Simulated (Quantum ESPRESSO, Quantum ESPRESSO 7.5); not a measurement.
## N on top sites of RuAl(110), stepped through the coverage

Aim: how the results for N on top sites of RuAl(110) change with the coverage.

Calculated with Quantum ESPRESSO 7.5; plane-wave DFT, PBE, GBRV ultrasoft pseudopotentials.

Most raw output is cut from this account.

The structure was built from a prototype and need not be the compound's stable phase.

### 1. The starting structure

It takes space group Pm-3m (No. 221, cubic). The conventional cell has a = 2.990 Å, b = 2.990 Å, c = 2.990 Å, α = 90.00°, β = 90.00°, γ = 90.00°. Nearest to Ru lie 8 Al at 2.59 Å. Nearest to Al lie 8 Ru at 2.59 Å. Farther neighbours are not listed.

Set-up: Slabs of 3 layers, covered on the upper face; adsorbates and the top layer relax in a periodic cell, the rest is held (the clean slab relaxes both outer layers); a run under open boundaries (ESM, bc1) gives both vacuum levels. Cells of one to 6 surface sites carry the coverages, on meshes of like density; cold smearing of 0.02 Ry. The slabs take the lattice constants of the bulk relaxed by the same program.

Members 0.25, 0.3333, 0.5 and 0.6667 took the same steps and show in the table alone.

This run has no spin polarisation although its electron count is odd. A spin-polarised state was not tried and may lie lower.

### 2. Relaxing cell and ions of the reference

The bulk crystal is relaxed in cell and atoms; the members are built on its lattice constants.

ref.vc.in reads:

```
&control
  prefix = 'ref.vc'
  outdir = './out'
  pseudo_dir = './pseudo'
  nstep = 40
  forc_conv_thr = 0.0003
  calculation = 'vc-relax'
/
&system
  ibrav = 0
  nat = 4
  ntyp = 2
  ecutwfc = 50
  ecutrho = 250
  occupations = 'smearing'
  smearing = 'mv'
  degauss = 0.02
/
&electrons
  conv_thr = 1e-09
  mixing_beta = 0.4
  electron_maxstep = 120
/
&ions
/
&cell
  press_conv_thr = 0.3
/
ATOMIC_SPECIES
  Ru  101.0700  ru_pbe_v1.2.uspp.F.UPF
  Al  26.9815  al_pbe_v1.uspp.F.UPF
CELL_PARAMETERS angstrom
  2.99000000000000 0.00000000000000 0.00000000000000
  0.00000000000000 4.22849855149556 0.00000000000000
  0.00000000000000 0.00000000000000 4.22849855149556
ATOMIC_POSITIONS crystal
  Ru  0.000000000000 0.000000000000 0.000000000000
  Al  0.500000000000 0.500000000000 0.000000000000
  Ru  0.000000000000 0.500000000000 0.500000000000
  Al  0.500000000000 0.000000000000 0.500000000000
K_POINTS automatic
  14 10 10 0 0 0
```

Started as:

```
$ OMP_NUM_THREADS=1 mpirun -n 16 pw.x -nk 16 -in ref.vc.in > ref.vc.out
```

The job ended after 47 s (16 MPI ranks of Arm Neoverse V1, shared host; peak memory 1.1 GiB).

The steps of the relaxation:

| step | energy less that of the first step (eV) | largest force (eV/Å) | volume (Å³) |
| --- | --- | --- | --- |
| 1 | 0.0000 | 0.0000 | 53.46 |
| 2 | -0.0062 | 0.0000 | 54.23 |
| 3 | -0.0062 | 0.0000 | 54.18 |
| 4 | -0.0062 | 0.0000 | 54.18 |
| 5 | -0.0063 | 0.0000 | 54.18 |

| cell as run | before | after | change |
| --- | --- | --- | --- |
| a (Å) | 2.990 | 3.004 | +0.5 % |
| b (Å) | 4.228 | 4.247 | +0.4 % |
| c (Å) | 4.228 | 4.247 | +0.4 % |
| volume (Å³/atom) | 13.37 | 13.54 | +1.3 % |

Final coordinates:

```xyz
4
Lattice="3.0040 0.0000 0.0000 0.0000 4.2468 0.0000 0.0000 0.0000 4.2468" Properties=species:S:1:pos:R:3 pbc="T T T"
Ru    0.0000    0.0000    0.0000
Al    1.5020    2.1234    0.0000
Ru    0.0000    2.1234    2.1234
Al    1.5020    0.0000    2.1234
```

 The last row is no step: it is a fresh SCF in the final cell with a new plane-wave basis, -0 meV from the row before.

This step gave:

| Item | Value |
| --- | --- |
| free energy | -5471.0863 eV |
| Fermi energy | 15.99 eV |

### 3. Self-consistent run of the reference

A bulk run at that cell gives the reference energy and levels.

ref.bulk.in reads:

```
&control
  prefix = 'ref.bulk'
  outdir = './out'
  pseudo_dir = './pseudo'
  calculation = 'scf'
  tprnfor = .true.
/
&system
  ibrav = 0
  nat = 4
  ntyp = 2
  ecutwfc = 40
  ecutrho = 200
  occupations = 'smearing'
  smearing = 'mv'
  degauss = 0.02
/
&electrons
  conv_thr = 1e-09
  mixing_beta = 0.4
  electron_maxstep = 120
/
ATOMIC_SPECIES
  Ru  101.0700  ru_pbe_v1.2.uspp.F.UPF
  Al  26.9815  al_pbe_v1.uspp.F.UPF
CELL_PARAMETERS angstrom
  3.00398291400000 0.00000000000000 0.00000000000000
  0.00000000000000 4.24680729700000 0.00000000000000
  0.00000000000000 0.00000000000000 4.24680729700000
ATOMIC_POSITIONS crystal
  Ru  0.000000000000 0.000000000000 0.000000000000
  Al  0.500000000000 0.500000000000 0.000000000000
  Ru  0.000000000000 0.500000000000 0.500000000000
  Al  0.500000000000 0.000000000000 0.500000000000
K_POINTS automatic
  14 10 10 0 0 0
```

Started as:

```
$ OMP_NUM_THREADS=1 mpirun -n 16 pw.x -nk 16 -in ref.bulk.in > ref.bulk.out
```

Wall time 10 s (16 MPI ranks); peak memory 0.96 GiB.

This step gave:

```
free energy : -5471.0824 eV
```

### 4. Relaxation with pw.x of the reference

The free molecule gives the reference for adsorption energies.

System of this step: N₂ molecule in a box. The cell holds 2 atoms: 2 N. Its edges and angles: a = 11.000 Å, b = 11.500 Å, c = 13.000 Å, α = 90.0°, β = 90.0°, γ = 90.0°. Vacuum lies along a, b and c.

ref.gas.in reads:

```
&control
  prefix = 'ref.gas'
  outdir = './out'
  pseudo_dir = './pseudo'
  nstep = 40
  forc_conv_thr = 0.001
  calculation = 'relax'
/
&system
  ibrav = 0
  nat = 2
  ntyp = 1
  ecutwfc = 40
  ecutrho = 200
  occupations = 'smearing'
  smearing = 'gaussian'
  degauss = 0.002
/
&electrons
  conv_thr = 1e-07
  mixing_beta = 0.4
  electron_maxstep = 120
/
&ions
/
ATOMIC_SPECIES
  N   14.0070  n_pbe_v1.2.uspp.F.UPF
CELL_PARAMETERS angstrom
  11.00000000000000 0.00000000000000 0.00000000000000
  0.00000000000000 11.50000000000000 0.00000000000000
  0.00000000000000 0.00000000000000 13.00000000000000
ATOMIC_POSITIONS crystal
  N   0.500000000000 0.500000000000 0.457307692308
  N   0.500000000000 0.500000000000 0.542692307692
K_POINTS automatic
  1 1 1 0 0 0
```

Started as:

```
$ OMP_NUM_THREADS=1 mpirun -n 16 pw.x -nk 1 -in ref.gas.in > ref.gas.out
```

Run time: 3.4 s. Hardware: 16 MPI ranks; peak memory 1.5 GiB; 53 s of CPU time.

Hardly anything moved in the relaxation; the energy changed by under 0.2 meV an atom.

This step gave:

```
free energy  : -548.0290 eV
Fermi energy : -6.477 eV
```

### 5. Relaxing the ions, 0 ML

What the set-up leaves free in this member is relaxed.

System of this step: RuAl(110), 3 layers, 1 sites a cell. The cell holds 6 atoms: 3 Ru and 3 Al. Its edges and angles: a = 3.004 Å, b = 4.247 Å, c = 18.307 Å, α = 90.0°, β = 90.0°, γ = 90.0°. It derives from RuAl. Vacuum lies along c.

m0.relax.in reads:

```
&control
  prefix = 'm0.relax'
  outdir = './out'
  pseudo_dir = './pseudo'
  nstep = 70
  forc_conv_thr = 0.0015
  calculation = 'relax'
/
&system
  ibrav = 0
  nat = 6
  ntyp = 2
  ecutwfc = 40
  ecutrho = 200
  occupations = 'smearing'
  smearing = 'mv'
  degauss = 0.02
/
&electrons
  conv_thr = 1e-07
  mixing_beta = 0.3
  electron_maxstep = 120
  mixing_mode = 'local-TF'
/
&ions
/
ATOMIC_SPECIES
  Ru  101.0700  ru_pbe_v1.2.uspp.F.UPF
  Al  26.9815  al_pbe_v1.uspp.F.UPF
CELL_PARAMETERS angstrom
  3.00398291400000 0.00000000000000 0.00000000000000
  0.00000000000000 4.24680729700000 0.00000000000000
  0.00000000000000 0.00000000000000 18.30742513426320
ATOMIC_POSITIONS crystal
  Ru  0.000000000000 0.000000000000 0.384014074457
  Al  0.500000000000 0.500000000000 0.384014074457
  Ru  0.000000000000 0.500000000000 0.500000000000 0 0 0
  Al  0.500000000000 0.000000000000 0.500000000000 0 0 0
  Ru  0.000000000000 0.000000000000 0.615985925543
  Al  0.500000000000 0.500000000000 0.615985925543
K_POINTS automatic
  8 5 1 0 0 0
```

Started as:

```
$ OMP_NUM_THREADS=1 mpirun -n 16 pw.x -nk 2 -in m0.relax.in > m0.relax.out
```

Elapsed: 46 s, on 16 MPI ranks; peak memory 1.1 GiB; 12 min of CPU time.

The steps of the relaxation:

| step | energy less that of the first step (eV) | largest force (eV/Å) |
| --- | --- | --- |
| 1 | 0.0000 | 0.3003 |
| 2 | -0.0037 | 0.2551 |
| 3 | -0.0072 | 0.2055 |
| 4 | -0.0110 | 0.1258 |
| 5 | -0.0135 | 0.0297 |
| 6 | -0.0135 | 0.0234 |

The atoms that moved most (Å):

| atom | dx | dy | dz | length |
| --- | --- | --- | --- | --- |
| Ru1 | 0.000 | 0.000 | 0.040 | 0.040 |
| Ru5 | 0.000 | 0.000 | -0.040 | 0.040 |
| Al2 | 0.000 | 0.000 | 0.014 | 0.014 |
| Al6 | 0.000 | 0.000 | -0.014 | 0.014 |

Final coordinates:

```xyz
6
Lattice="3.0040 0.0000 0.0000 0.0000 4.2468 0.0000 0.0000 0.0000 18.3074" Properties=species:S:1:pos:R:3
Ru    0.0000    0.0000    7.0704
Al    1.5020    2.1234    7.0445
Ru    0.0000    2.1234    9.1537
Al    1.5020    0.0000    9.1537
Ru    0.0000    0.0000   11.2370
Al    1.5020    2.1234   11.2629
```

The relaxation lowers the energy by 2 meV an atom. On the free atoms the largest force ends at 0.023 eV/Å.

Numbers from this step:

```
free energy  : -8203.0532 eV
Fermi energy : 2.598 eV
```

### 6. SCF with pw.x, 0 ML

A run under open boundaries on these atoms gives the vacuum levels.

m0.esm.in reads:

```
&control
  prefix = 'm0.esm'
  outdir = './out'
  pseudo_dir = './pseudo'
  calculation = 'scf'
  tprnfor = .true.
/
&system
  ibrav = 0
  nat = 6
  ntyp = 2
  ecutwfc = 40
  ecutrho = 200
  occupations = 'smearing'
  smearing = 'mv'
  degauss = 0.02
  assume_isolated = 'esm'
  esm_bc = 'bc1'
/
&electrons
  conv_thr = 1e-07
  mixing_beta = 0.25
  electron_maxstep = 160
  mixing_mode = 'local-TF'
  mixing_ndim = 12
/
ATOMIC_SPECIES
  Ru  101.0700  ru_pbe_v1.2.uspp.F.UPF
  Al  26.9815  al_pbe_v1.uspp.F.UPF
CELL_PARAMETERS angstrom
  3.00398291400000 0.00000000000000 0.00000000000000
  0.00000000000000 4.24680729700000 0.00000000000000
  0.00000000000000 0.00000000000000 18.30742513426320
ATOMIC_POSITIONS crystal
  Ru  0.000000000000 0.000000000000 -0.113794240900
  Al  0.500000000000 0.500000000000 -0.115208069200
  Ru  0.000000000000 0.500000000000 -0.000000000000
  Al  0.500000000000 0.000000000000 -0.000000000000
  Ru  0.000000000000 0.000000000000 0.113794240900
  Al  0.500000000000 0.500000000000 0.115208069200
K_POINTS automatic
  8 5 1 0 0 0
```

Started as:

```
$ OMP_NUM_THREADS=1 mpirun -n 16 pw.x -nk 2 -in m0.esm.in > m0.esm.out
```

Elapsed: 21 s, on 16 MPI ranks; peak memory 1.1 GiB.

This step gave:

```
free energy                                                    : -8203.0533 eV
Fermi energy                                                   : -4.717 eV
vacuum line at the lower end of the cell, over the Fermi level : 4.717 eV
vacuum line at the upper end of the cell, over the Fermi level : 4.717 eV
```

Electrostatic potential energy of an electron; zero at the Fermi level. Table of potential energy, planar mean by z:

| z (Å) | potential energy, planar mean (eV) |
| --- | --- |
| -9.0 | 4.72 |
| -8.5 | 4.72 |
| -8.0 | 4.72 |
| -7.5 | 4.72 |
| -7.0 | 4.72 |
| -6.5 | 4.72 |
| -6.0 | 4.71 |
| -5.5 | 4.71 |
| -5.0 | 4.68 |
| -4.5 | 4.58 |
| -4.0 | 4.25 |
| -3.5 | 3.05 |
| -3.0 | -0.982 |
| -2.5 | -16.3 |
| -2.0 | -29.8 |
| -1.5 | -8.24 |
| -1.0 | -1.62 |
| -0.5 | -12.2 |
| 0.0 | -31.4 |
| 0.5 | -12.2 |
| 1.0 | -1.62 |
| 1.5 | -8.24 |
| 2.0 | -29.8 |
| 2.5 | -16.3 |
| 3.0 | -0.982 |
| 3.5 | 3.05 |
| 4.0 | 4.25 |
| 4.5 | 4.58 |
| 5.0 | 4.68 |
| 5.5 | 4.71 |
| 6.0 | 4.71 |
| 6.5 | 4.72 |
| 7.0 | 4.72 |
| 7.5 | 4.72 |
| 8.0 | 4.72 |
| 8.5 | 4.72 |
| 9.0 | 4.72 |

The vacuum levels are read from the outermost 0.7 Å of the cell on either side.

Inside the slab this potential holds the local part of the pseudopotentials, which can be repulsive at the nuclei; only its value in the vacuum has a meaning of its own.

### 7. Relaxation with pw.x, 0.1667 ML

System of this step: RuAl(110), 3 layers, 6 sites a cell, 1 N on top sites. The cell holds 37 atoms: 18 Ru, 18 Al and 1 N. Cell: a = 9.012 Å, b = 8.494 Å, c = 20.487 Å, α = 90.0°, β = 90.0°, γ = 90.0°. It derives from RuAl. Vacuum lies along c.

m1.relax.in reads:

```
&control
  prefix = 'm1.relax'
  outdir = './out'
  pseudo_dir = './pseudo'
  nstep = 70
  forc_conv_thr = 0.0015
  calculation = 'relax'
/
&system
  ibrav = 0
  nat = 37
  ntyp = 3
  ecutwfc = 40
  ecutrho = 200
  occupations = 'smearing'
  smearing = 'mv'
  degauss = 0.02
/
&electrons
  conv_thr = 1e-07
  mixing_beta = 0.3
  electron_maxstep = 120
  mixing_mode = 'local-TF'
/
&ions
/
ATOMIC_SPECIES
  Ru  101.0700  ru_pbe_v1.2.uspp.F.UPF
  Al  26.9815  al_pbe_v1.uspp.F.UPF
  N   14.0070  n_pbe_v1.2.uspp.F.UPF
CELL_PARAMETERS angstrom
  9.01194874200000 0.00000000000000 0.00000000000000
  0.00000000000000 8.49361459400000 0.00000000000000
  0.00000000000000 0.00000000000000 20.48682089903900
ATOMIC_POSITIONS crystal
  Ru  0.000000000000 0.000000000000 0.343162511806 0 0 0
  Ru  0.000000000000 0.500000000000 0.343162511806 0 0 0
  Ru  0.333333333300 0.000000000000 0.343162511806 0 0 0
  Ru  0.333333333300 0.500000000000 0.343162511806 0 0 0
  Ru  0.666666666700 0.000000000000 0.343162511806 0 0 0
  Ru  0.666666666700 0.500000000000 0.343162511806 0 0 0
  Al  0.166666666700 0.250000000000 0.343162511806 0 0 0
  Al  0.166666666700 0.750000000000 0.343162511806 0 0 0
[... 25 atom lines left out ...]
  Al  0.500000000000 0.750000000000 0.550457109534
  Al  0.833333333300 0.250000000000 0.550457109534
  Al  0.833333333300 0.750000000000 0.550457109534
  N   0.000000000000 0.000000000000 0.656837488194
K_POINTS automatic
  3 3 1 0 0 0
```

Started as:

```
$ OMP_NUM_THREADS=1 mpirun -n 16 pw.x -nk 1 -in m1.relax.in > m1.relax.out
```

The job ended after 47 min (16 MPI ranks; peak memory 4.4 GiB; 13 h of CPU time).

Relaxation path:

| step | energy less that of the first step (eV) | largest force (eV/Å) |
| --- | --- | --- |
| 1 | 0.0000 | 6.1394 |
| 2 | -1.4590 | 6.1130 |
| 3 | -2.5875 | 1.5136 |
| 4 | -2.5897 | 2.3712 |
| 5 | -2.6391 | 0.4127 |
| 6 | -2.6570 | 0.3554 |
| 7 | -2.6731 | 0.3592 |
| 8 | -2.6839 | 0.2309 |
| 9 | -2.6863 | 0.1285 |
| 10 | -2.6884 | 0.1134 |
| 11 | -2.6908 | 0.1337 |
| 12 | -2.6930 | 0.1086 |
| 13 | -2.6938 | 0.0667 |
| 14 | -2.6947 | 0.0555 |
| 15 | -2.6953 | 0.0675 |
| 16 | -2.6957 | 0.0440 |
| 17 | -2.6959 | 0.0242 |

The atoms that moved most (Å):

| atom | dx | dy | dz | length |
| --- | --- | --- | --- | --- |
| Ru25 | 0.000 | 0.000 | 0.406 | 0.406 |
| N37 | 0.000 | 0.000 | -0.131 | 0.131 |
| Al35 | -0.020 | 0.012 | -0.048 | 0.054 |
| Al31 | 0.020 | 0.012 | -0.048 | 0.054 |
| Al32 | 0.020 | -0.012 | -0.048 | 0.054 |
| Al36 | -0.020 | -0.012 | -0.048 | 0.054 |
| Ru27 | 0.003 | 0.000 | -0.044 | 0.044 |
| Ru29 | -0.003 | 0.000 | -0.044 | 0.044 |

The relaxation lowers the energy by 73 meV an atom. On the free atoms the largest force ends at 0.024 eV/Å.

This step gave:

```
free energy  : -49491.9819 eV
Fermi energy : 1.790 eV
```

### 8. Self-consistent run, 0.1667 ML

m1.esm.in reads:

```
&control
  prefix = 'm1.esm'
  outdir = './out'
  pseudo_dir = './pseudo'
  calculation = 'scf'
  tprnfor = .true.
/
&system
  ibrav = 0
  nat = 37
  ntyp = 3
  ecutwfc = 40
  ecutrho = 200
  occupations = 'smearing'
  smearing = 'mv'
  degauss = 0.02
  assume_isolated = 'esm'
  esm_bc = 'bc1'
/
&electrons
  conv_thr = 1e-07
  mixing_beta = 0.25
  electron_maxstep = 160
  mixing_mode = 'local-TF'
  mixing_ndim = 12
/
ATOMIC_SPECIES
  Ru  101.0700  ru_pbe_v1.2.uspp.F.UPF
  Al  26.9815  al_pbe_v1.uspp.F.UPF
  N   14.0070  n_pbe_v1.2.uspp.F.UPF
CELL_PARAMETERS angstrom
  9.01194874200000 0.00000000000000 0.00000000000000
  0.00000000000000 8.49361459400000 0.00000000000000
  0.00000000000000 0.00000000000000 20.48682089903900
ATOMIC_POSITIONS crystal
  Ru  0.000000000000 0.000000000000 -0.153639283250
  Ru  0.000000000000 0.500000000000 -0.153639283250
  Ru  0.333333333300 0.000000000000 -0.153639283250
  Ru  0.333333333300 0.500000000000 -0.153639283250
  Ru  0.666666666700 0.000000000000 -0.153639283250
  Ru  0.666666666700 0.500000000000 -0.153639283250
  Al  0.166666666700 0.250000000000 -0.153639283250
  Al  0.166666666700 0.750000000000 -0.153639283250
[... 25 atom lines left out ...]
  Al  0.500000000000 0.749906953100 0.052087826950
  Al  0.831130469600 0.251392844200 0.051293261550
  Al  0.831130469600 0.748607155800 0.051293261550
  N   0.000000000000 0.000000000000 0.153639283250
K_POINTS automatic
  3 3 1 0 0 0
```

Started as:

```
$ OMP_NUM_THREADS=1 mpirun -n 16 pw.x -nk 1 -in m1.esm.in > m1.esm.out
```

The job ended after 8.8 min (16 MPI ranks; peak memory 4.2 GiB).

Numbers from this step:

| Quantity | Value |
| --- | --- |
| free energy | -49491.9800 eV |
| Fermi energy | -4.893 eV |
| vacuum line at the lower end of the cell, over the Fermi level | 4.727 eV |
| vacuum line at the upper end of the cell, over the Fermi level | 5.059 eV |

Inside the slab this potential holds the local part of the pseudopotentials, which can be repulsive at the nuclei; only its value in the vacuum has a meaning of its own.

### 9. Relaxation with pw.x, 0.75 ML

System of this step: RuAl(110), 3 layers, 4 sites a cell, 3 N on top sites. The cell holds 27 atoms: 12 Ru, 12 Al and 3 N. Cell: a = 6.008 Å, b = 8.494 Å, c = 20.487 Å, α = 90.0°, β = 90.0°, γ = 90.0°. It derives from RuAl. Vacuum lies along c.

m6.relax.in reads:

```
&control
  prefix = 'm6.relax'
  outdir = './out'
  pseudo_dir = './pseudo'
  nstep = 70
  forc_conv_thr = 0.0015
  calculation = 'relax'
/
&system
  ibrav = 0
  nat = 27
  ntyp = 3
  ecutwfc = 40
  ecutrho = 200
  occupations = 'smearing'
  smearing = 'mv'
  degauss = 0.02
/
&electrons
  conv_thr = 1e-07
  mixing_beta = 0.3
  electron_maxstep = 120
  mixing_mode = 'local-TF'
/
&ions
/
ATOMIC_SPECIES
  Ru  101.0700  ru_pbe_v1.2.uspp.F.UPF
  Al  26.9815  al_pbe_v1.uspp.F.UPF
  N   14.0070  n_pbe_v1.2.uspp.F.UPF
CELL_PARAMETERS angstrom
  6.00796582800000 0.00000000000000 0.00000000000000
  0.00000000000000 8.49361459400000 0.00000000000000
  0.00000000000000 0.00000000000000 20.48682089903900
ATOMIC_POSITIONS crystal
  Ru  0.000000000000 0.500000000000 0.343162511806 0 0 0
  Ru  0.500000000000 0.000000000000 0.343162511806 0 0 0
  Ru  0.500000000000 0.500000000000 0.343162511806 0 0 0
  Ru  0.000000000000 0.000000000000 0.343162511806 0 0 0
  Al  0.250000000000 0.750000000000 0.343162511806 0 0 0
  Al  0.750000000000 0.250000000000 0.343162511806 0 0 0
  Al  0.750000000000 0.750000000000 0.343162511806 0 0 0
  Al  0.250000000000 0.250000000000 0.343162511806 0 0 0
[... 15 atom lines left out ...]
  Al  0.250000000000 0.250000000000 0.550457109534
  N   0.000000000000 0.500000000000 0.656837488194
  N   0.500000000000 0.000000000000 0.656837488194
  N   0.500000000000 0.500000000000 0.656837488194
K_POINTS automatic
  4 3 1 0 0 0
```

Started as:

```
$ OMP_NUM_THREADS=1 mpirun -n 16 pw.x -nk 1 -in m6.relax.in > m6.relax.out
```

The job ended after 30 min (16 MPI ranks; peak memory 3 GiB).

Relaxation path:

| step | energy less that of the first step (eV) | largest force (eV/Å) |
| --- | --- | --- |
| 1 | 0.0000 | 6.2964 |
| 2 | -4.1135 | 6.2965 |
| 3 | -7.3656 | 3.0100 |
| 4 | -7.2414 | 5.0693 |
| 5 | -7.5525 | 0.8695 |
| 6 | -7.6098 | 0.8198 |
| 7 | -7.6653 | 0.8952 |
| 8 | -7.7287 | 0.6302 |
| 9 | -7.7639 | 0.1955 |
| 10 | -7.7684 | 0.1673 |
| 11 | -7.7730 | 0.1357 |
| 12 | -7.7789 | 0.1403 |
| 13 | -7.7844 | 0.1057 |
| 14 | -7.7878 | 0.1003 |
| 15 | -7.7891 | 0.1015 |
| 16 | -7.7909 | 0.0886 |
| 17 | -7.7931 | 0.0569 |
| 18 | -7.7937 | 0.0263 |

The atoms that moved most (Å):

| atom | dx | dy | dz | length |
| --- | --- | --- | --- | --- |
| Ru18 | 0.000 | 0.000 | 0.417 | 0.417 |
| Ru17 | 0.000 | 0.000 | 0.411 | 0.411 |
| Ru19 | 0.000 | 0.000 | 0.347 | 0.347 |
| N27 | 0.000 | 0.000 | -0.184 | 0.184 |
| N25 | 0.000 | 0.000 | -0.128 | 0.128 |
| N26 | 0.000 | 0.000 | -0.114 | 0.114 |
| Al21 | 0.009 | 0.025 | -0.084 | 0.088 |
| Al23 | -0.009 | 0.025 | -0.084 | 0.088 |

The relaxation lowers the energy by 289 meV an atom. On the free atoms the largest force ends at 0.026 eV/Å.

Read from the output:

```
free energy  : -33632.0641 eV
Fermi energy : 1.784 eV
```

(Continued in part 2 of 2.)

[Logs are printed without paths, hosts, clocks, repeated set-up lines and the standing remarks that a program may print on its own settings, such as how far it seeks lower states.]

[Hosts, paths, dates, database ids (printed as entryN), source tags and the programs' standing remarks are cut or masked in the printed files.]

[Maps of the electrostatic potential energy from Ansatz leave out the sawtooth potential of an applied field or a dipole correction, so their vacuum need not be flat; planar profiles and work functions include it.]
